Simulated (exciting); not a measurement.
# RbLuO2: the Rb L₃ edge from the Bethe–Salpeter equation

Wanted: the near-edge spectrum and the bound core excitons at the Rb L₃ edge of RbLuO2.

Main program and level: exciting sodium; X-ray absorption, core-level Bethe-Salpeter equation, exchange and statically screened direct term, Tamm-Dancoff, all-electron LAPW+lo LDA.

### Step 1. The structure

The structure is trigonal, space group R-3m (No. 166). Conventional cell: a = 3.400 Å, b = 3.400 Å, c = 19.150 Å, α = 90.00°, β = 90.00°, γ = 120.00°. Lu has 6 O at 2.24 Å nearest. Nearest to Rb lie 6 O at 2.88 Å. Nearest to O lie 3 Lu at 2.24 Å and 3 Rb at 2.88 Å. Farther neighbours and most contacts between anions are not listed.

As a file:

```cif
data_structure
_symmetry_space_group_name_H-M 'R-3m:H'
_symmetry_Int_Tables_number 166
_cell_length_a 3.4000
_cell_length_b 3.4000
_cell_length_c 19.1500
_cell_angle_alpha 90.000
_cell_angle_beta 90.000
_cell_angle_gamma 120.000
_cell_volume 191.72
loop_
_atom_site_label
_atom_site_type_symbol
_atom_site_symmetry_multiplicity
_atom_site_Wyckoff_symbol
_atom_site_fract_x
_atom_site_fract_y
_atom_site_fract_z
_atom_site_occupancy
Lu1 Lu 3 b 0.33333 0.66667 0.16667 1
Rb1 Rb 3 a 0.00000 0.00000 0.00000 1
O1 O 6 c 0.66667 0.33333 0.11033 1
```

Differences between curves are given as r.m.s. difference over r.m.s. height.

### Step 2. The self-consistent potential

The species files are the program's own, with muffin-tin radii set in the input.

Input file input.xml:

```
<input>
  <title>RbLuO2</title>
  <structure speciespath="." autormt="false" epslat="1.0e-5">
    <crystal>
      <basevect>3.2125344113 1.8547576071 12.0627517599</basevect>
      <basevect>-3.2125344113 1.8547576071 12.0627517599</basevect>
      <basevect>0.0000000000 -3.7095152142 12.0627517599</basevect>
    </crystal>
    <species speciesfile="Lu.xml" rmt="2.240">
      <atom coord="0.5000000000 0.5000000000 0.5000000000"/>
    </species>
    <species speciesfile="Rb.xml" rmt="2.464">
      <atom coord="0.0000000000 0.0000000000 0.0000000000"/>
    </species>
    <species speciesfile="O.xml" rmt="1.866">
      <atom coord="0.7770000000 0.7770000000 0.7770000000"/>
      <atom coord="0.2230000000 0.2230000000 0.2230000000"/>
    </species>
  </structure>
  <groundstate do="fromscratch" xctype="LDA_PW" ngridk="4 4 4" rgkmax="7" gmaxvr="14" nempty="8" swidth="0.001" maxscl="100" epsengy="1e-5"/>
</input>
```

Command:

```bash
$ OMP_NUM_THREADS=1 mpirun -n 2 exciting
```

The program printed:

```text
EXCITING SODIUM started
********************************************************************************
* Ground-state run starting from atomic densities                              *
********************************************************************************
+ Starting initialization                                                      +
 Lattice vectors (cartesian) :
      3.2125344113      1.8547576071     12.0627517599
     -3.2125344113      1.8547576071     12.0627517599
      0.0000000000     -3.7095152142     12.0627517599
 Reciprocal lattice vectors (cartesian) :
      0.9779171991      0.5646007582      0.1736249857
     -0.9779171991      0.5646007582      0.1736249857
     -0.0000000000     -1.1292015163      0.1736249857
 Unit cell volume                           :     431.2534577608
 Brillouin zone volume                      :       0.5751842889
 Species :    1 (Lu)
     parameters loaded from                 :    Lu.xml
     name                                   :    lutetium
     nuclear charge                         :     -71.00000000
     electronic charge                      :      71.00000000
     atomic mass                            :  318945.32950000
     muffin-tin radius                      :       2.24000000
     # of radial points in muffin-tin       :     600
     atomic positions (lattice) :
       1 :   0.00000000  0.00000000  0.00000000
 Species :    2 (Rb)
     parameters loaded from                 :    Rb.xml
     name                                   :    rubidium
     nuclear charge                         :     -37.00000000
     electronic charge                      :      37.00000000
     atomic mass                            :  155798.26850000
     muffin-tin radius                      :       2.46400000
     # of radial points in muffin-tin       :     400
     atomic positions (lattice) :
       1 :   0.50000000  0.50000000  0.50000000
 Species :    3 (O)
     parameters loaded from                 :    O.xml
     name                                   :    oxygen
     nuclear charge                         :      -8.00000000
     electronic charge                      :       8.00000000
     atomic mass                            :   29165.12203000
     muffin-tin radius                      :       1.86600000
     # of radial points in muffin-tin       :     250
     atomic positions (lattice) :
       1 :   0.27700000  0.27700000  0.27700000
       2 :   0.72300000  0.72300000  0.72300000
 Total number of atoms per unit cell        :       4
 Spin treatment                             :    spin-unpolarised
 Number of Bravais lattice symmetries       :      12
 Number of crystal symmetries               :      12
 k-point grid                               :       4    4    4
 Total number of k-points                   :      13
 k-point set is reduced with crystal symmetries
 R^MT_min * |G+k|_max (rgkmax)              :       7.00000000
 Species with R^MT_min                      :       3 (O)
 Maximum |G+k| for APW functions            :       3.75133976
 Maximum |G| for potential and density      :      14.00000000
 G-vector grid sizes                        :      60    60    60
 Total number of G-vectors                  :   19985
 Maximum angular momentum used for
     APW functions                          :       8
     computing H and O matrix elements      :       8
     potential and density                  :       8
     inner part of muffin-tin               :       2
 Total nuclear charge                       :    -124.00000000
 Total electronic charge                    :     124.00000000
 Total core charge                          :      78.00000000
 Total valence charge                       :      46.00000000
 Number of empty states                     :       8
 Total number of valence states             :      32
 Maximum Hamiltonian size                   :     435
 Maximum number of plane-waves              :     399
 Total number of local-orbitals             :      36
 Exchange-correlation type                  :       3
     Perdew-Wang, Phys. Rev. B 45, 13244 (1992)
 Smearing scheme                            :    Gaussian
 Smearing width                             :       0.00100000
 Using multisecant Broyden potential mixing
+ Ending initialization                                                        +
********************************************************************************
* Groundstate module started                                                   *
********************************************************************************
 Output level for this task is set to normal
+ Self-consistent loop started                                                 +
 Density and potential initialised from atomic data
+ SCF iteration number :    1                                                  +
 Total energy                               :    -17688.46859378
 _______________________________________________________________
 Fermi energy                               :         0.22537404
 Kinetic energy                             :     19460.17121379
 Coulomb energy                             :    -36741.26397062
 Exchange energy                            :      -395.54064792
 Correlation energy                         :       -11.83518903
 DOS at Fermi energy (states/Ha/cell)       :         0.00000000
 Electron charges :
     core                                   :        78.00000000
     core leakage                           :         0.00024642
     valence                                :        46.00000000
     interstitial                           :         4.10195690
     charge in muffin-tin spheres :
                  atom     1    Lu          :        67.90862605
                  atom     2    Rb          :        35.06703760
                  atom     3     O          :         8.46118972
                  atom     4     O          :         8.46118972
     total charge in muffin-tins            :       119.89804310
     total charge                           :       124.00000000
 Estimated fundamental gap                  :         0.14911202
        valence-band maximum at    8      0.2500  0.2500  0.2500
     conduction-band minimum at    1      0.0000  0.0000  0.0000
[... further iterations ...]
| Convergence targets achieved. Performing final SCF iteration                 +
 Total energy                               :    -17700.14229825
 _______________________________________________________________
 Fermi energy                               :         0.24742621
 Kinetic energy                             :     19451.06141842
 Coulomb energy                             :    -36744.19951253
 Exchange energy                            :      -395.19059303
 Correlation energy                         :       -11.81361110
 DOS at Fermi energy (states/Ha/cell)       :         0.00000000
 Electron charges :
     core                                   :        78.00000000
     core leakage                           :         0.00023996
     valence                                :        46.00000000
     interstitial                           :         4.84496916
     charge in muffin-tin spheres :
                  atom     1    Lu          :        68.20414607
                  atom     2    Rb          :        35.22634948
                  atom     3     O          :         7.86226765
                  atom     4     O          :         7.86226765
     total charge in muffin-tins            :       119.15503084
     total charge                           :       124.00000000
 Estimated fundamental gap                  :         0.11319883
        valence-band maximum at    1      0.0000  0.0000  0.0000
     conduction-band minimum at    7      0.5000  0.5000  0.0000
+ Self-consistent loop stopped                                                 +
 STATE.OUT is written
********************************************************************************
* Groundstate module stopped                                                   *
********************************************************************************
 Total time spent (seconds)                 :        62.03
- CAUTION! Warnings have been written in file WARNING.OUT !                    -
| EXCITING SODIUM stopped                                                      =
```

Run time: 63 s. Hardware: 2 MPI ranks of Arm Neoverse V1, shared host.

The warnings file holds hints only, no warning.

The mesh shows a gap of 3.08 eV. Core levels (Dirac, from the valence top):

```
atom  level  energy (eV)
  Rb  2s1/2      -1998.2
  Rb  2p1/2      -1813.3
  Rb  2p3/2      -1752.7
  Rb  3s1/2       -290.6
  Rb  3p1/2       -224.4
  Rb  3p3/2       -215.2
  Rb  3d3/2        -98.8
  Rb  3d5/2        -97.3
```

### Step 3. A richer basis for the empty states

Each species file gets more local orbitals, built from u and its energy derivative at 0.15 Ha and u at 0.9 Ha.

input.xml is that of step 2.

Input file SPECIES.xml, added lines:

```
<lo l="L">  <!-- L = 0, 1, 2, and 3 from Cs on -->
  <wf matchingOrder="0" trialEnergy="0.1500" searchE="false"/>
  <wf matchingOrder="1" trialEnergy="0.1500" searchE="false"/>
  <wf matchingOrder="0" trialEnergy="0.9000" searchE="false"/>
</lo>
```

Command:

```bash
$ OMP_NUM_THREADS=1 mpirun -n 2 exciting
```

The program printed:

```text
EXCITING SODIUM started
********************************************************************************
* Ground-state run starting from atomic densities                              *
********************************************************************************
+ Starting initialization                                                      +
[... lattice and species ...]
 Spin treatment                             :    spin-unpolarised
 Number of Bravais lattice symmetries       :      12
[...]
+ Self-consistent loop stopped                                                 +
 STATE.OUT is written
********************************************************************************
* Groundstate module stopped                                                   *
********************************************************************************
 Total time spent (seconds)                 :        67.79
- CAUTION! Warnings have been written in file WARNING.OUT !                    -
| EXCITING SODIUM stopped                                                      =
[key lines of the parts left out:]
Total energy                               :    -17700.14381539
Fermi energy                               :         0.24768492
```

Wall time 69 s (2 MPI ranks).

Against the first ground state the total energy moves by -10 meV an atom and the gap by -0.01 eV.

[end of part 1 of 3]

[Banner, clock and machine lines of the logs are left out without a mark of their own.]

[Logs are printed without paths, hosts, clocks, repeated set-up lines and the standing remarks that a program may print on its own settings, such as how far it seeks lower states.]

[Hosts, paths, dates, database ids (printed as entryN), source tags and the programs' standing remarks are cut or masked in the printed files.]
